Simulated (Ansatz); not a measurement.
**BeNi (Pm-3m): Grüneisen parameters**

Does BeNi (Pm-3m) expand much on heating, by its phonons?

Program: Ansatz 0.2.0. Level of theory: DFT PBEsol, scalar-relativistic, plane waves, PAW. Results are calculated unless marked as measured.

**1. Set-up**

Symmetry: Pm-3m, No. 221, cubic system. Conventional cell: a = 2.583 Å, b = 2.583 Å, c = 2.583 Å, α = 90.00°, β = 90.00°, γ = 90.00°. Be has 8 Ni at 2.24 Å nearest. Ni has 8 Be at 2.24 Å nearest. Farther neighbours are not listed.

**2. Response at finite wavevector**

The cell comes from relaxations at this level that are not shown. Stability and thermal properties need the whole zone. Linear response on a 4×4×4 q mesh gives force constants as far as a supercell of that size would.

File input.yaml:

```yaml
crystal:
  lattice:
    - [2.5831122743, 0.0, 0.0]
    - [0.0, 2.5831122743, 0.0]
    - [0.0, 0.0, 2.5831122743]
  atoms:
    - { symbol: Be, position: [0.0, 0.0, 0.0] }
    - { symbol: Ni, position: [0.5, 0.5, 0.5] }
kpoints:
  mp_grid: { grid: [16, 16, 16] }
hamiltonian:
  xc: pbesol
scf:
  occupations: { method: methfessel_paxton, width: 0.15 }
output:
  eigenvalues: true
phonons:
  method: dfpt
  qmesh: [4, 4, 4]
  temperatures: { t_max: 1000, t_step: 50 }
  qpath:
    path:
      - [[0.0, 0.0, 0.0], [0.0, 0.5, 0.0], [0.5, 0.5, 0.0], [0.0, 0.0, 0.0], [0.5, 0.5, 0.5], [0.0, 0.5, 0.0]]
      - [[0.5, 0.5, 0.5], [0.5, 0.5, 0.0]]
    npoints: 10
```

The run is started by

```sh
ansatz run input.yaml --threads 4 --pin off --max-ram 7168MiB --backend cpu --events-out ev --progress --plain --runs-dir out
```

Numbers of over 12 decimals in the logs are rounded to 6 here.

Output:

```text
Engine: ansatz 0.2.0, aarch64-unknown-linux-gnu
Pseudopotentials: kind: paw
Pseudopotential: Be, paw, valence charge 2, recommended cutoff 420 eV (normal), Be.paw.azcp
Pseudopotential: Ni, paw, valence charge 18, recommended cutoff 420 eV (normal), Ni.paw.azcp
Functional definition: PBEsol
  exchange = pbesol_x
  correlation = pbesol_c
Crystal: 2 atoms, lattice volume = 17.236 Å³
Basis set: ecut = 420 eV, 341 PW (Γ), exchange–correlation on 36×36×36 points (8 copies of the dense FFT grid, shifted against one another)
Bands: 14, of which v1, the nominal top of the filled ones, is band 10 counted from 1 (9 counted from 0)
Symmetry: 48 space group operations
k-points: 165 of 4096
Non-local potential: Be, projectors of the file, l = 0: 2, l = 1: 2, l = 2: 1
Non-local potential: Ni, projectors of the file, l = 0: 3, l = 1: 2, l = 2: 3, l = 3: 1
PAW form: soft (Blöchl's): semilocal exchange-correlation on the pseudo side does not see the compensation charge
PAW frozen core: Be, regenerated for the run's functional, and the local potential with it (the file was generated under x = pbe(κ = 0.804, μ = 0.219515), c = pbe(β = 0.066725))
PAW frozen core: Ni, regenerated for the run's functional, and the local potential with it (the file was generated under x = pbe(κ = 0.804, μ = 0.219515), c = pbe(β = 0.066725))
PAW one-centre angular grid: Be, 110 points (default); XC on 64 Gauss nodes
PAW one-centre angular grid: Ni, 590 points (default); XC on 64 Gauss nodes
Initial density: superposition of atomic densities (neutral atoms: chi_scale 0, normalization atom), corrected by the library's trained network
Initial wavefunctions: pseudopotential atomic-orbital guess
Functional: x = pbesol(κ = 0.804, μ = 0.123457), c = pbesol(β = 0.046)
SCF iter   1: F=—  HF=-5896.307658 eV  |F-HF|=—  |Δ(HF+E_count)|=         —  Δρ=1.81e-2  dr2=2.96e-2  ethr=1.77e-3  ⟨swp⟩=5.0  Hψ=11716  notcnv=0
preconditioner: auto → none  [metal: Δε(μ)=0.005 eV  Ē_g=10.693 eV  σ=0.150 eV  W_gap=0.03  n_scr=6 (ndim 8)  ℏωp=31.0 eV  f_vac=0.000  D(μ)=0.95/eV (n_scr^D=6)  sad-step TF]
SCF iter   2: F=—  HF=-5896.303352 eV  |F-HF|=—  |Δ(HF+E_count)|=   4.31e-3  S|Δr|=    0.00e0  Δρ=6.57e-3  dr2=3.96e-3  ethr=1.48e-4  ⟨swp⟩=1.4  Hψ=3709  notcnv=0  defer=1
SCF iter   3: F=—  HF=-5896.302813 eV  |F-HF|=—  |Δ(HF+E_count)|=   5.39e-4  S|Δr|=    0.00e0  Δρ=6.35e-4  dr2=2.83e-5  ethr=1.98e-5  ⟨swp⟩=2.0  Hψ=2989  notcnv=0  defer=2
SCF iter   4: F=—  HF=-5896.302798 eV  |F-HF|=—  |Δ(HF+E_count)|=   1.51e-5  S|Δr|=    0.00e0  Δρ=5.85e-5  dr2=2.17e-7  ethr=1.42e-7  ⟨swp⟩=2.4  Hψ=3796  notcnv=0  defer=2
SCF iter   5: F=—  HF=-5896.302796 eV  |F-HF|=—  |Δ(HF+E_count)|=   1.72e-6  S|Δr|=    0.00e0  Δρ=1.21e-5  dr2=1.31e-8  ethr=1.09e-9  ⟨swp⟩=2.4  Hψ=3508  notcnv=0  defer=2
SCF iter   6: F=—  HF=-5896.302796 eV  |F-HF|=—  |Δ(HF+E_count)|=  1.87e-10  S|Δr|=    0.00e0  Δρ=1.08e-6  dr2=9.94e-11  ethr=6.56e-11  ⟨swp⟩=1.4  Hψ=2615  notcnv=0  defer=2
SCF iter   7: F=-5896.302796 eV  HF=-5896.302796 eV  |F-HF|=0.00e0  |Δ(HF+E_count)|=  1.18e-11  S|Δr|=    0.00e0  Δρ=3.86e-8  dr2=1.70e-13  ethr=1.00e-12  ⟨swp⟩=5.8  Hψ=9950  notcnv=0
SCF 1 converged in 7 iterations: F = -5896.302796 eV  dr2 = 1.70e-13
  greatest PAW one-centre occupation: 1.001 electrons in one spin orbital (limit 2), on the Ni atom at site 1 (counted from 0), in its partial waves of l = 1
Initial density: read from a saved state, or passed on in memory by an earlier SCF of this step, an earlier step, the calling program or the single point that the run made first
iter 1 solved again at ethr=4.51e-8 eV; its pass at ethr=3.10e-3 eV (dr2=9.03e-6 eV) is discarded
SCF iter   1: F=—  HF=-5896.302793 eV  |F-HF|=—  |Δ(HF+E_count)|=         —  Δρ=4.50e-7  dr2=1.73e-11  ethr=4.51e-8  ⟨swp⟩=3.0  Hψ=18412  notcnv=0
eigensolver tolerance schedule: the retry pair's looser diagonalisation over-reported the residual by 522975.69 of it (diagonalisation noise at an unbounded share of the residual, at the tolerance the schedule requests for it); recorded, not acted on — ethr = c·dr2/N_el stays at c = 1.0e-1
preconditioner: auto → none  [metal: Δε(μ)=0.005 eV  Ē_g=10.740 eV  σ=0.150 eV  W_gap=0.03  n_scr=6 (ndim 8)  ℏωp=31.0 eV  f_vac=0.000  D(μ)=0.97/eV (n_scr^D=6)]
SCF iter   2: F=—  HF=-5896.302796 eV  |F-HF|=—  |Δ(HF+E_count)|=   3.08e-6  S|Δr|=    0.00e0  Δρ=3.92e-7  dr2=1.26e-11  ethr=1.00e-12  ⟨swp⟩=2.8  Hψ=4660  notcnv=0
SCF iter   3: F=-5896.302796 eV  HF=-5896.302796 eV  |F-HF|=5.46e-12  |Δ(HF+E_count)|=  3.64e-12  S|Δr|=    0.00e0  Δρ=1.97e-7  dr2=3.04e-12  ethr=1.00e-12  ⟨swp⟩=3.4  Hψ=6793  notcnv=0
SCF 2 converged in 3 iterations: F = -5896.302796 eV  dr2 = 3.04e-12
phonons: the bands overlap, so this run is a metal and interpolates without the dipole-dipole term. If the crystal is really an insulator or semiconductor, its LO-TO splitting is missing
NSCF: frozen V_eff on 165 k-points
NSCF: frozen V_eff on 405 k-points
DFPT response loops at q = (0, 0, 0) (fractional): preconditioner auto → Kerker (q_TF=auto, 2.797 Å⁻¹) (partly filled bands, converged f_vac=0.000); β = 1.00, the filter's whole step (`scf.mixing.beta` (0.50) is not read by the response loops under this deck's `scf.mixing.preconditioner`; to damp them name `kerker` or `kerker_dos`, under which they read `scf.mixing.beta`, and type it under 1.00, their step now; both keys bind the ground state too); Broyden in place of MSR1
NSCF: frozen V_eff on 2592 k-points
DFPT response loops at q = (0, 0, 0.25) (fractional): mixed as the last ones told, above
NSCF: frozen V_eff on 1458 k-points
DFPT response loops at q = (0, 0, -0.5) (fractional): mixed as the last ones told, above
NSCF: frozen V_eff on 4608 k-points
DFPT response loops at q = (0, 0.25, 0.25) (fractional): mixed as the last ones told, above
NSCF: frozen V_eff on 2592 k-points
DFPT response loops at q = (0, 0.25, -0.5) (fractional): mixed as the last ones told, above
NSCF: frozen V_eff on 1458 k-points
DFPT response loops at q = (0, -0.5, -0.5) (fractional): mixed as the last ones told, above
NSCF: frozen V_eff on 4352 k-points
DFPT response loops at q = (0.25, 0.25, 0.25) (fractional): mixed as the last ones told, above
NSCF: frozen V_eff on 4608 k-points
DFPT response loops at q = (0.25, 0.25, -0.5) (fractional): mixed as the last ones told, above
NSCF: frozen V_eff on 2592 k-points
DFPT response loops at q = (0.25, -0.5, -0.5) (fractional): mixed as the last ones told, above
NSCF: frozen V_eff on 810 k-points
DFPT response loops at q = (-0.5, -0.5, -0.5) (fractional): mixed as the last ones told, above
SCF converged after 7 iterations
Stability not checked: this state was not tested for a lower state beside it, because cold or Methfessel-Paxton smearing, or corrected tetrahedra, fill the levels in a way that the test cannot read (fill_not_monotonic; see scf.lower_state_search)
Free energy (F): -5896.302796 eV
Harris-Foulkes:  -5896.302796 eV  (|F-HF|=0.00e0)
Internal energy: -5896.302547 eV  (E = F + TS)
E sigma→0 (E₀):  -5896.302734 eV
Entropy (-TS):   -0.000249 eV (-0.125 meV/atom)
Fermi energy:    15.281551 eV
--- Per-component energies (eV) ---
  E_band       = -323.131700
  E_kinetic    = 306.764928
  E_local      = -4048.082395  (includes V_loc(G=0)·N_el)
  E_nonlocal   = 639.595717
  E_hartree    = 1717.566183
  E_xc         = -105.694032
  E_vxc        = -132.241065  (∫ρ·V_xc dr)
  E_paw        = -1651.801295  (= ΣΔE_a)
  E_vpaw       = -524.301761  (= ΣTr[D̂ρ^β])
  E_aug_tail   = 0.000541  (compensation charges beyond the density's cutoff)
  E_ewald      = -2754.859015
  E_core_change = 0.206820  (= ΣΔE_core)
  E_smearing   = -0.000249  (= −TS)
  E_closure    = -0.000000  (closes the sum)
  Σ components = -5896.302796   (vs F -5896.302796, Δ=0.00e0)
--- Band table (eV; the first three rows and the last of 165) ---
  k-point 0: bands = [... 6 lower, 11.5691, 13.9402, 13.9402, 13.9402, 22.2449, 22.2449, 22.2449, 29.5874]
  k-point 1: bands = [... 6 lower, 11.5851, 13.8912, 13.8912, 13.9435, 21.7406, 22.3728, 22.3728, 29.6050]
  k-point 2: bands = [... 6 lower, 11.6309, 13.7567, 13.7567, 13.9529, 20.5692, 22.7445, 22.7445, 29.6574]
  k-point 164: bands = [... 6 lower, 10.5208, 14.5711, 14.5711, 20.9467, 20.9467, 20.9467, 21.4455, 21.4455]
--- Phonons (Γ-DFPT): 2 representative perturbations + reference (Σ response iterations 7) ---
  ASR residual: 2.787e-5 → 0.000e0 eV/Å²; symmetrization residual: 8.905e-7 eV/Å²
  ASR residual per site (eV/Å²): 2.05e-5 2.79e-5
  Γ frequencies (cm⁻¹): 0.00 0.00 0.00 499.04 499.04 499.04
--- Phonons (arbitrary-q DFPT): 10 irreducible q on the 4×4×4 mesh ---
  q = [0.0000, 0.0000, 0.0000] (star 1, of the zone-centre solve; hermiticity 2.49e-7, symmetrization 2.67e-12): -0.00 0.00 0.00 499.04 499.04 499.04
  q = [0.0000, 0.0000, 0.2500] (star 6, 4 solved perturbations in 4032 linear systems a pass and spin channel, the states on 1296 of 4096 k-point pairs; hermiticity 3.85e-8, symmetrization 5.58e-13): 139.08 139.08 196.16 502.03 502.03 502.27
  q = [0.0000, 0.0000, -0.5000] (star 3, 4 solved perturbations in 2268 linear systems a pass and spin channel, the states on 729 of 4096 k-point pairs; hermiticity 1.25e-13, symmetrization 5.37e-13): 196.99 196.99 273.74 506.38 506.38 526.61
  q = [0.0000, 0.2500, 0.2500] (star 12, 4 solved perturbations in 7056 linear systems a pass and spin channel, the states on 2304 of 4096 k-point pairs; hermiticity 1.20e-7, symmetrization 1.18e-13): 139.75 172.69 233.92 494.90 499.67 513.31
  q = [0.0000, 0.2500, -0.5000] (star 12, 6 solved perturbations on 1296 of 4096 k-point pairs; hermiticity 8.53e-8, symmetrization 1.62e-14): 188.30 203.15 229.67 495.11 503.05 503.29
  q = [0.0000, -0.5000, -0.5000] (star 3, 4 solved perturbations in 2268 linear systems a pass and spin channel, the states on 729 of 4096 k-point pairs; hermiticity 1.35e-8, symmetrization 1.29e-13): 179.29 179.29 211.00 480.83 499.57 499.57
  q = [0.2500, 0.2500, 0.2500] (star 8, 2 solved perturbations on 2176 of 4096 k-point pairs; hermiticity 4.85e-8, symmetrization 4.36e-13): 192.80 192.80 233.14 499.14 499.14 503.97
  q = [0.2500, 0.2500, -0.5000] (star 12, 4 solved perturbations in 7056 linear systems a pass and spin channel, the states on 2304 of 4096 k-point pairs; hermiticity 1.13e-8, symmetrization 3.98e-14): 203.17 224.89 230.40 494.79 503.77 504.46
  q = [0.2500, -0.5000, -0.5000] (star 6, 4 solved perturbations in 4032 linear systems a pass and spin channel, the states on 1296 of 4096 k-point pairs; hermiticity 4.11e-8, symmetrization 1.94e-13): 229.20 231.26 231.26 498.38 503.42 503.42
  q = [-0.5000, -0.5000, -0.5000] (star 1, 2 solved perturbations on 405 of 4096 k-point pairs; hermiticity 5.30e-13, symmetrization 3.16e-13): 251.55 251.55 251.55 507.11 507.11 507.11
  sum rule: each row above includes the acoustic sum rule's correction from the zone centre's row sums; it moved no ω² by more than (0.79 cm⁻¹)²
  mesh force constants: q→R imaginary residual 2.35e-18; ASR residual 2.787e-5 → 0.000e0 eV/Å²; symmetrization residual 3.331e-15 eV/Å²
  interpolated dispersion: 62 rows × 6 modes
  density of states and harmonic sums: on the 24×24×24 q-mesh, interpolated from the force constants of a 4×4×4 supercell (no non-analytic term)
  largest difference from the sums on the solved wave vectors: F 1.04e-2 eV, S 1.44e-5 and C_V 4.02e-6 eV/K
  zero-point energy: 0.130541 eV/cell   skipped modes (ω ≤ 0): 3   left out of the sums: 3.62e-5 of the cell's modes: C_V's classical limit lies that fraction below 3 k_B per atom; for a crystal, a wire or a layer, F and S can be off by more, and a phonons.interpolated_qmesh denser along its periods is the remedy for the sampling
```

Elapsed: 3.3 min, on 4 threads of Arm Neoverse V2, shared host; peak memory 1.7 GiB; 12 min of CPU time.

The column dr2 measures how far the density is from self-consistency, as an energy; F and HF (Harris–Foulkes) agree once it is small.

This run has no spin polarisation, although Ni can carry a moment.

Numbers from this step:

* volume per atom: 8.618 Å³
* gap on the k-mesh: 0 eV
* sum-rule residual before enforcement: 2.79e-5 eV/Å²
* lowest frequency on the path: 0 cm⁻¹
* point group: m-3m
* highest frequency on the path or at a solved wavevector: 526.6 cm⁻¹
* mean frequency: 351 cm⁻¹
* Debye temperature (second moment): 711 K
* logarithmic mean frequency: 313.5 cm⁻¹
* highest optical mode at the zone centre (no LO-TO term): 499.0 cm⁻¹
* lowest optical zone-centre mode: 499.0 cm⁻¹
* lowest mode on the q mesh (acoustic modes at Γ apart): 139.1 cm⁻¹
* zero-point energy per atom: 65.27 meV
* heat capacity at 300 K: 19.39 J/(mol atoms K)
* vibrational entropy at 300 K: 17.89 J/(mol atoms K)
* edges of the widest gap between branches, on path and mesh: 273.7, 480.8 cm⁻¹

Frequencies (cm⁻¹) solved at each irreducible wavevector; negative means imaginary. Frequencies by wavevector, by row:

| q in reciprocal lattice units | star | mode 1 | mode 2 | mode 3 | mode 4 | mode 5 | mode 6 |
| --- | --- | --- | --- | --- | --- | --- | --- |
| 0 0 0 | 1 | 0 | 0 | 0 | 499 | 499 | 499 |
| 0 0 0.25 | 6 | 139.1 | 139.1 | 196.2 | 502 | 502 | 502.3 |
| 0 0 -0.5 | 3 | 197 | 197 | 273.7 | 506.4 | 506.4 | 526.6 |
| 0 0.25 0.25 | 12 | 139.8 | 172.7 | 233.9 | 494.9 | 499.7 | 513.3 |
| 0 0.25 -0.5 | 12 | 188.3 | 203.2 | 229.7 | 495.1 | 503.1 | 503.3 |
| 0 -0.5 -0.5 | 3 | 179.3 | 179.3 | 211 | 480.8 | 499.6 | 499.6 |
| 0.25 0.25 0.25 | 8 | 192.8 | 192.8 | 233.1 | 499.1 | 499.1 | 504 |
| 0.25 0.25 -0.5 | 12 | 203.2 | 224.9 | 230.4 | 494.8 | 503.8 | 504.5 |
| 0.25 -0.5 -0.5 | 6 | 229.2 | 231.3 | 231.3 | 498.4 | 503.4 | 503.4 |
| -0.5 -0.5 -0.5 | 1 | 251.6 | 251.6 | 251.6 | 507.1 | 507.1 | 507.1 |

Symmetry leaves 10 wavevectors to solve. The lowest mode among them, the acoustic zeros apart, lies at q = (0, 0, 0.25) and is real, 139 cm⁻¹.

**3. Relaxing at another volume, volume ratio 0.97**

The volume is scaled by 0.97 and held; symmetry leaves nothing to relax, so this is a single point. The modes can then be followed against volume.

input.yaml, the sections that differ from step 2:

```yaml
crystal:
  lattice:
    - [2.5570184471, 0.0, 0.0]
    - [0.0, 2.5570184471, 0.0]
    - [0.0, 0.0, 2.5570184471]
  atoms:
    - { symbol: Be, position: [0.0, 0.0, 0.0] }
    - { symbol: Ni, position: [0.5, 0.5, 0.5] }
output:
  forces: true
  stress: true
  eigenvalues: true
  write_density: true
  write_potential: true
  elf: true
  volumetric_format: npy
# kpoints, hamiltonian, scf: as in step 2
# phonons: removed
```

Output:

```text
[...]
Crystal: 2 atoms, lattice volume = 16.719 Å³
Basis set: ecut = 420 eV, 341 PW (Γ), exchange–correlation on 36×36×36 points (8 copies of the dense FFT grid, shifted against one another)
Bands: 14, of which v1, the nominal top of the filled ones, is band 10 counted from 1 (9 counted from 0)
Symmetry: 48 space group operations
[...]
k-points: 165 of 4096
[...]
--- Band table (eV; the first three rows and the last of 165) ---
  k-point 0: bands = [... 6 lower, 11.9926, 14.4738, 14.4738, 14.4738, 22.9417, 22.9417, 22.9417, 30.4087]
  k-point 1: bands = [... 6 lower, 12.0093, 14.4224, 14.4224, 14.4772, 22.4327, 23.0738, 23.0738, 30.4244]
  k-point 2: bands = [... 6 lower, 12.0573, 14.2814, 14.2814, 14.4871, 21.2475, 23.4566, 23.4566, 30.4711]
  k-point 164: bands = [... 6 lower, 10.9098, 15.1336, 15.1336, 21.6254, 21.6254, 21.6254, 22.1675, 22.1675]
[key lines of the parts left out:]
SCF converged after 5 iterations
Free energy (F): -5896.292721 eV
Fermi energy:    15.867683 eV
P = ⅓ Tr σ = 6.4177 GPa (64.177 kbar)
```

The job ended after 0.88 s (4 threads; peak memory 0.32 GiB).

This step gave:

```
pressure        : 6.418 GPa
volume per atom : 8.359 Å³
```

ELF in the ac plane at fractional y = 0.000, with atoms of Be within 0.2 Å of it. It is the smooth field of the valence electrons, not physical close to the nuclei.

Ten even steps from '0' (0.00) to '9' (0.48):
```
0014899998410
0137999999731
4479998899974
8899987789998
9999877778999
9998776677899
9998776677899
9999877778999
8899987789998
4479998899974
0137999999731
0014899998410
0004899998400
```
Columns run along a (2.6 Å), rows up along c (2.6 Å). Atoms in or near the plane, at fractional coordinates: Be at (0.00, 0.00).

Valence density in the ac plane at fractional y = 0.000, with atoms of Be within 0.2 Å of it. It is the smooth field of the valence electrons, not physical close to the nuclei.

Values in e/Å³, 13 rows by 13 columns:
```
0.09 0.13 0.21 0.26 0.27 0.26 0.26 0.26 0.26 0.27 0.26 0.21 0.13
0.19 0.21 0.25 0.28 0.28 0.27 0.27 0.27 0.27 0.28 0.28 0.25 0.21
0.25 0.26 0.28 0.29 0.29 0.29 0.29 0.29 0.29 0.29 0.29 0.28 0.26
0.27 0.27 0.28 0.29 0.30 0.30 0.31 0.31 0.30 0.30 0.29 0.28 0.27
0.26 0.26 0.27 0.29 0.30 0.32 0.33 0.33 0.32 0.30 0.29 0.27 0.26
0.25 0.26 0.27 0.29 0.31 0.33 0.35 0.35 0.33 0.31 0.29 0.27 0.26
0.25 0.26 0.27 0.29 0.31 0.33 0.35 0.35 0.33 0.31 0.29 0.27 0.26
0.26 0.26 0.27 0.29 0.30 0.32 0.33 0.33 0.32 0.30 0.29 0.27 0.26
0.27 0.27 0.28 0.29 0.30 0.30 0.31 0.31 0.30 0.30 0.29 0.28 0.27
0.25 0.26 0.28 0.29 0.29 0.29 0.29 0.29 0.29 0.29 0.29 0.28 0.26
0.19 0.21 0.25 0.28 0.28 0.27 0.27 0.27 0.27 0.28 0.28 0.25 0.21
0.09 0.13 0.21 0.26 0.27 0.26 0.26 0.26 0.26 0.27 0.26 0.21 0.13
0.05 0.09 0.19 0.25 0.27 0.26 0.25 0.25 0.26 0.27 0.25 0.19 0.09
```
Columns run along a (2.6 Å), rows up along c (2.6 Å). Atoms in or near the plane, at fractional coordinates: Be at (0.00, 0.00).

Electrostatic potential energy in the ac plane at fractional y = 0.000, with atoms of Be within 0.2 Å of it. With pseudopotentials it is smooth inside the atoms' cores, unlike the true potential.

Ten even steps from '0' (-29 eV) to '9' (16 eV):
```
0025899998520
1247999999742
5578999999875
8899999999998
9999999999999
9999999999999
9999999999999
9999999999999
8899999999998
5578999999875
1247999999742
0025899998520
0015899998510
```
Columns run along a (2.6 Å; values clipped at the 3rd and 97th percentile), rows up along c (2.6 Å). Atoms in or near the plane, at fractional coordinates: Be at (0.00, 0.00).

[end of part 1 of 2]

[Logs are printed without paths, hosts, clocks, repeated set-up lines and the standing remarks that a program may print on its own settings, such as how far it seeks lower states.]

[Hosts, paths, dates, database ids (printed as entryN), source tags and the programs' standing remarks are cut or masked in the printed files.]
